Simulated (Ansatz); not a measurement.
# Electron scattering at the Σ3 (111) boundary in bcc Ta, starting shift (0.5, 0), part 2 of 3

Aim: the relaxed structure and the specific resistance of the Σ3 (111) boundary in bcc Ta, starting shift (0.5, 0).

Ansatz 0.2.0; Ansatz plane-wave DFT, PBE, PAW files; relaxation of a bicrystal slab with its lowest layers held (the session's first sound run).

So far. Step 2 (Relaxing the bicrystal): The largest force component on a free atom ends at 0.024 eV/Å, under the tolerance of 0.03, after 17 steps.

**3. Transmission across the boundary**

Bulk layers of each grain are laid under and over the relaxed boundary, and a lead is named in the middle of each, away from the free faces. The mesh across the current, 16×16, is finer than the density's, because channels open and close sharply across the zone. Energies from -0.1 to 0.1 eV in steps of 0.05 eV are too few for the program's thermal sum, so it prints no conductance; for a metal the transmission near the Fermi level serves, at a fraction of the cost.

This step: Ansatz plane-wave DFT, PBE, PAW files; ballistic transport by layer matching (Landauer), zero bias; boundary relaxed in a short slab, bulk layers laid on (Ansatz 0.2.0).

System of this step: Σ3 (111) boundary in bcc Ta, starting shift (0.5, 0). The cell holds 44 atoms: 44 Ta. Its edges and angles: a = 4.671 Å, b = 4.671 Å, c = 49.250 Å, α = 90.0°, β = 90.0°, γ = 120.0°. It derives from Ta. Regions: lower grain, 18 atoms (18 Ta); boundary, 11 atoms (11 Ta); upper grain, 15 atoms (15 Ta). Vacuum lies along c.

Contents of input.yaml:

```yaml
crystal:
  lattice:
    - [4.6705251426, 0.0, 0.0]
    - [-2.3352625713, 4.0447934225, 0.0]
    - [0.0, 0.0, 49.2500446614]
  atoms:
    - { symbol: Ta, position: [-7.6666666666, -15.3333333332, 0.0812182005] }
    - { symbol: Ta, position: [-7.3333333332, -14.6666666665, 0.1005758875] }
    - { symbol: Ta, position: [-6.9999999999, -13.9999999998, 0.1199335746] }
    - { symbol: Ta, position: [-6.6666666666, -13.3333333332, 0.1392912617] }
    - { symbol: Ta, position: [-6.3333333333, -12.6666666665, 0.1586489487] }
    - { symbol: Ta, position: [-5.9999999999, -11.9999999999, 0.1780066358] }
    - { symbol: Ta, position: [-5.6666666666, -11.3333333332, 0.1973643229] }
    - { symbol: Ta, position: [-5.3333333333, -10.6666666665, 0.2167220099] }
    - { symbol: Ta, position: [-4.9999999999, -9.9999999999, 0.236079697] }
    - { symbol: Ta, position: [-4.6666666666, -9.3333333332, 0.255437384] }
    - { symbol: Ta, position: [-4.3333333333, -8.6666666666, 0.2747950711] }
    - { symbol: Ta, position: [-4.0, -7.9999999999, 0.2941527582] }
    - { symbol: Ta, position: [-3.6666666666, -7.3333333333, 0.3135104452] }
    - { symbol: Ta, position: [-3.3333333333, -6.6666666666, 0.3328681323] }
    - { symbol: Ta, position: [-3.0, -5.9999999999, 0.3522258194] }
    - { symbol: Ta, position: [-2.6666666666, -5.3333333333, 0.3715835064] }
    - { symbol: Ta, position: [-2.3333333333, -4.6666666666, 0.3909411935] }
    - { symbol: Ta, position: [-2.0, -4.0, 0.4102988806] }
    - { symbol: Ta, position: [0.3333333334, 0.6666666667, 0.4296565676] }
    - { symbol: Ta, position: [0.6667119511, 0.3334239022, 0.4475807276] }
    - { symbol: Ta, position: [0.0003085597, 0.0006171195, 0.4688386064] }
    - { symbol: Ta, position: [0.3337158528, 0.6674317056, 0.4895973181] }
    - { symbol: Ta, position: [0.6686112105, 0.3372224211, 0.5029655819] }
    - { symbol: Ta, position: [0.0122049987, 0.0244099974, 0.528983157] }
    - { symbol: Ta, position: [0.6879017903, 0.3758035807, 0.5543003806] }
    - { symbol: Ta, position: [0.356293552, -0.287412896, 0.5682714614] }
    - { symbol: Ta, position: [0.0228876778, 0.0457753555, 0.5887414274] }
    - { symbol: Ta, position: [0.6903934252, 0.3807868504, 0.6093065496] }
    - { symbol: Ta, position: [0.3568799218, -0.2862401563, 0.6284164936] }
    - { symbol: Ta, position: [-1.9764534115, -4.952906823, 0.6477741806] }
    - { symbol: Ta, position: [-2.3097867448, -5.6195734896, 0.6671318677] }
    - { symbol: Ta, position: [-2.6431200781, -6.2862401563, 0.6864895548] }
    - { symbol: Ta, position: [-2.9764534115, -6.9529068229, 0.7058472418] }
    - { symbol: Ta, position: [-3.3097867448, -7.6195734896, 0.7252049289] }
    - { symbol: Ta, position: [-3.6431200781, -8.2862401563, 0.744562616] }
    - { symbol: Ta, position: [-3.9764534115, -8.9529068229, 0.763920303] }
    - { symbol: Ta, position: [-4.3097867448, -9.6195734896, 0.7832779901] }
    - { symbol: Ta, position: [-4.6431200781, -10.2862401562, 0.8026356771] }
    - { symbol: Ta, position: [-4.9764534114, -10.9529068229, 0.8219933642] }
    - { symbol: Ta, position: [-5.3097867448, -11.6195734896, 0.8413510513] }
    - { symbol: Ta, position: [-5.6431200781, -12.2862401562, 0.8607087383] }
    - { symbol: Ta, position: [-5.9764534114, -12.9529068229, 0.8800664254] }
    - { symbol: Ta, position: [-6.3097867448, -13.6195734895, 0.8994241125] }
    - { symbol: Ta, position: [-6.6431200781, -14.2862401562, 0.9187817995] }
kpoints:
  mp_grid: { grid: [6, 6, 1] }
hamiltonian:
  xc: pbe
scf:
  occupations: { method: fermi_dirac, width: 0.1 }
output:
  transmission:
    leads: [[10, 11], [35, 36]]
    kmesh: [16, 16]
    e_range: [-0.1, 0.1]
    de: 0.05
  write_potential: true
  write_density: true
  volumetric_format: npy
  elf: true
```

Started as:

```console
> ansatz run input.yaml --threads 4 --pin off --max-ram 15360MiB --backend cpu --events-out ev --progress --plain --runs-dir out
```

Numbers of over 12 decimals in the logs are rounded to 6 here.

The program printed:

```text
[...]
Crystal: 44 atoms, lattice volume = 930.398 Å³
Basis set: ecut = 420 eV, 18171 PW (Γ)
Bands: 344, of which v1, the nominal top of the filled ones, is band 286 counted from 1 (285 counted from 0)
Symmetry: 2 space group operations
[...]
k-points: 13 of 36 (time reversal used)
[...]
SCF iter   1: F=—  HF=-437011.461723 eV  |F-HF|=—  |Δ(HF+E_count)|=         —  Δρ=1.15e-2  dr2=1.60e2  ethr=1.77e-3  ⟨swp⟩=8.4  Hψ=20054  notcnv=0  defer=8
[...]
SCF iter   9: F=-437010.774303 eV  HF=-437010.774303 eV  |F-HF|=6.17e-9  |Δ(HF+E_count)|=   5.12e-9  Δρ=6.59e-7  dr2=1.21e-8  ethr=1.75e-11  ⟨swp⟩=15.5  Hψ=13280  notcnv=0
SCF 1 converged in 9 iterations: F = -437010.774303 eV  dr2 = 1.21e-8
[...]
transmission: 449 of 4453 steps passed
transmission: 892 of 4453 steps passed
[...]
transmission: 4453 of 4453 steps passed
WARN: The output density's exchange-correlation potential varies sharply where the density is thin. Do not read a vacuum level from v_tot or v_xc, or from such a field of the output density. On a cell that repeats whose density bears no net charge and no dipole along the vacuum's axis use v_es (v_loc + v_h of the components); under efield.dipole_correction with no amplitude use v_es + v_field, which holds any externa [...]
SCF converged after 9 iterations
Free energy (F): -437010.774303 eV
[...]
Internal energy: -437008.799308 eV  (E = F + TS)
E sigma→0 (E₀):  -437009.786806 eV
Entropy (-TS):   -1.974995 eV (-44.886 meV/atom)
Fermi energy:    15.456550 eV
[...]
--- Band table (eV; the first three rows and the last of 13) ---
  k-point 0: bands = [... 282 lower, 15.0699, 15.1809, 15.1936, 15.3355, 15.3423, 15.3556, 15.5215, 15.5353, ... 54 higher]
  k-point 1: bands = [... 282 lower, 15.3251, 15.3685, 15.3827, 15.4128, 15.4776, 15.5146, 15.6187, 15.6331, ... 54 higher]
  k-point 2: bands = [... 282 lower, 15.5379, 15.6082, 15.6347, 15.6601, 15.6766, 15.7667, 15.8098, 15.8348, ... 54 higher]
  k-point 12: bands = [... 282 lower, 15.2728, 15.2913, 15.3086, 15.3366, 15.3707, 15.3906, 15.4447, 15.5185, ... 54 higher]
--- Transmission ---
  basis      : 163 plane waves across, 61 finite elements along
  points     : 73, standing for a mesh of 16 x 16
  energies   : 5 from -0.100000 to 0.100000 eV about the Fermi level, 0.050000 eV apart; the leads are filled to 0.000000 eV, and channels, transmission and decay are at 0.000000 eV
  crystal 0  : Ta2, at the sites [10, 11], period 1.9067 Å, over 18.11 Å; its Hamiltonian steps by up to 7.7 meV
    offset         : up to 0.0000 Å between an atom of the period and one for which it stands
    channels       : 4.394531e0 a spin
    conductance    : none, the energies end too early or step too widely for 300 K: set another output.transmission.e_range or a lower de, or, where they end at an eighth of basis.ecutwfc, a higher one
[...]
channels       : 4.441406e0 a spin
[...]
junction   : crystal 0 to crystal 1, 13.06 to 37.15 Å
    transmission   : 2.369644e0 a spin
[...]
```

The job ended after 9.5 min (4 threads of Arm Neoverse V1, shared host; peak memory 7.8 GiB).

Reading the cycles: dr2 is the Hartree energy of the density residual (eV), the measure of convergence; HF is the Harris–Foulkes estimate of the energy, which meets the free energy F at convergence.

Numbers from this step:

* free energy: -437010.7743 eV
* energy at zero smearing: -437009.7868 eV
* Fermi energy: 15.46 eV
* cell area: 18.89 Å²
* transmission per spin nearest the Fermi level: 2.370
* open channels per spin nearest the Fermi level: 4.395
* open channels per spin, upper lead: 4.441
* step of the lead's potential: 7.7 meV
* step of the upper lead's potential: 32.2 meV

Per spin. Table of transmission, zone mean by energy, zero at the Fermi level:

```csv
energy (eV),"transmission, zone mean"
-0.1000,2.49
-0.0500,2.42
0.0000,2.37
0.0500,2.28
0.1000,2.15
```

Per spin. The open channels, zone mean by energy, zero at the Fermi level:

| energy (eV) | lead | upper lead |
| --- | --- | --- |
| -0.1000 | 4.51 | 4.54 |
| -0.0500 | 4.42 | 4.44 |
| 0.0000 | 4.39 | 4.44 |
| 0.0500 | 4.18 | 4.23 |
| 0.1000 | 3.97 | 3.97 |

Transmission over k1 and k2. At 0.0000 eV from the Fermi level.

Ten even steps from '0' (0.91) to '9' (3.25):
```
7998458997763357
6988858899763035
4887899878853002
3588663668852332
4559642256954455
6889322222398867
7988622222268897
8987642222246789
7798862222226889
6768893222223988
4554459652246955
3233258866366885
4200358878998788
6530367998858889
7753367799854899
8764257777752467
```
Columns: k1 (b1) from -0.5 to 0.438; rows upwards: k2 (b2) from -0.5 to 0.438.

Open channels over k1 and k2. At 0.0000 eV from the Fermi level.

Ten even steps from '0' (3.00) to '9' (8.00):
```
2444224442224422
2444494444222222
2444444444424224
0244440444420424
2294420024492222
2444000000044422
2444400000044442
2444420000024444
2244440000004444
2224440000000444
2222294420024492
0424024444044442
2422424444444444
2222222444494444
2224422244422444
2222022222220222
```
Columns: k1 (b1) from -0.5 to 0.438; rows upwards: k2 (b2) from -0.5 to 0.438.

Electrostatic potential energy in the ca plane at fractional y = 0.333, with atoms of Ta within 0.2 Å of it. With pseudopotentials it is smooth inside the atoms' cores, unlike the true potential.

Ten even steps from '0' (-47 eV) to '9' (19 eV), each cell a mean:
```
99999988999999889999998899999989999999999999
68999866789997667899876678998766799999999999
25898621368985214789741147987312589999999999
04787400058873001588620026885100379999999999
14788410158974002688630037886200479999999999
47898744579986445799864468997544689999999999
88999887899998878999987889999878899999999999
99999999999999999999999999999999999999999999
99998999999989999998899999988999999999999999
99988899999888999988889999888899999999999999
99988899999888999998889999888999999999999999
99999999999999999999999999999999999999999999
```
Columns run along c (16.0 Å, from fractional 0.68 to 1.00 of the cell; values clipped at the 3rd and 97th percentile), rows up along a (4.7 Å). Atoms in or near the plane, at fractional coordinates: Ta at (0.73, 0.69), Ta at (0.78, 0.69), Ta at (0.84, 0.69), Ta at (0.90, 0.69).

Valence density in the ca plane at fractional y = 0.333, with atoms of Ta within 0.2 Å of it. It is the smooth field of the valence electrons, not physical close to the nuclei.

Ten even steps from '0' (0.0 e/Å³) to '9' (4.4 e/Å³), each cell a mean:
```
00000000000000000000000000000000000000000000
10000012100001221000012210000122000000000000
72000278620013785100148841001587300000000000
95101599941016998300279972003899610000000000
94101499830015997200169961002799510000000000
41000145310002453100025520001354100000000000
00000001000000110000001100000010000000000000
00000000000000000000000000000000000000000000
00000000000000000000000000000000000000000000
00000000000000000000000000000000000000000000
00000000000000000000000000000000000000000000
00000000000000000000000000000000000000000000
```
Columns run along c (16.0 Å, from fractional 0.68 to 1.00 of the cell), rows up along a (4.7 Å). Atoms in or near the plane, at fractional coordinates: Ta at (0.73, 0.69), Ta at (0.78, 0.69), Ta at (0.84, 0.69), Ta at (0.90, 0.69).

ELF in the ca plane at fractional y = 0.333, with atoms of Ta within 0.2 Å of it. It is the smooth field of the valence electrons, not physical close to the nuclei.

Values, 7 rows by 16 columns, each cell a mean:
```
0.32 0.43 0.30 0.35 0.40 0.30 0.39 0.37 0.29 0.41 0.35 0.29 0.37 0.29 0.07 0.00
0.44 0.31 0.60 0.39 0.36 0.61 0.35 0.40 0.59 0.33 0.46 0.56 0.25 0.31 0.10 0.01
0.49 0.31 0.54 0.45 0.38 0.54 0.39 0.45 0.54 0.35 0.49 0.55 0.26 0.31 0.11 0.01
0.30 0.38 0.40 0.31 0.36 0.40 0.33 0.34 0.39 0.35 0.36 0.36 0.30 0.31 0.09 0.01
0.46 0.39 0.38 0.46 0.37 0.40 0.46 0.36 0.42 0.44 0.35 0.41 0.39 0.22 0.05 0.00
0.44 0.24 0.31 0.41 0.22 0.36 0.37 0.21 0.41 0.36 0.21 0.38 0.24 0.11 0.03 0.00
0.48 0.31 0.39 0.46 0.29 0.43 0.43 0.29 0.46 0.40 0.29 0.44 0.33 0.16 0.04 0.00
```
Columns run along c (16.0 Å, from fractional 0.68 to 1.00 of the cell), rows up along a (4.7 Å). Atoms in or near the plane, at fractional coordinates: Ta at (0.73, 0.69), Ta at (0.78, 0.69), Ta at (0.84, 0.69), Ta at (0.90, 0.69).

Over the solved energies the transmission per spin lies between 2.15 and 2.49, out of 4.30 channels of the lead on average (up to 4.51). The log calls the step of a lead's potential too much.

**4. Specific resistance**

This step: Ansatz plane-wave DFT, PBE, PAW files; ballistic transport by layer matching (Landauer), zero bias; specific resistance of the boundary (Ansatz 0.2.0).

This step gave:

* area resistance: 0.4763 fΩ m²
* T over the leads' mean channel count: 0.5429

Averaged over the energies near the Fermi level, 54.3 % of the channels pass, which makes 0.476 fΩ m².

By hand, with T and the leads' channels N averaged over the energies near the Fermi level: RA = A (h/2e²)(1/T − ½[1/N₁ + 1/N₂]) = 18.89×10⁻²⁰ m² × 12 906 Ω × (1/2.340 − ½[1/4.296 + 1/4.324]) = 0.476 fΩ m².

(Part 2 of 3 ends here.)

[Logs are printed without paths, hosts, clocks, repeated set-up lines and the standing remarks that a program may print on its own settings, such as how far it seeks lower states.]

[Hosts, paths, dates, database ids (printed as entryN), source tags and the programs' standing remarks are cut or masked in the printed files.]
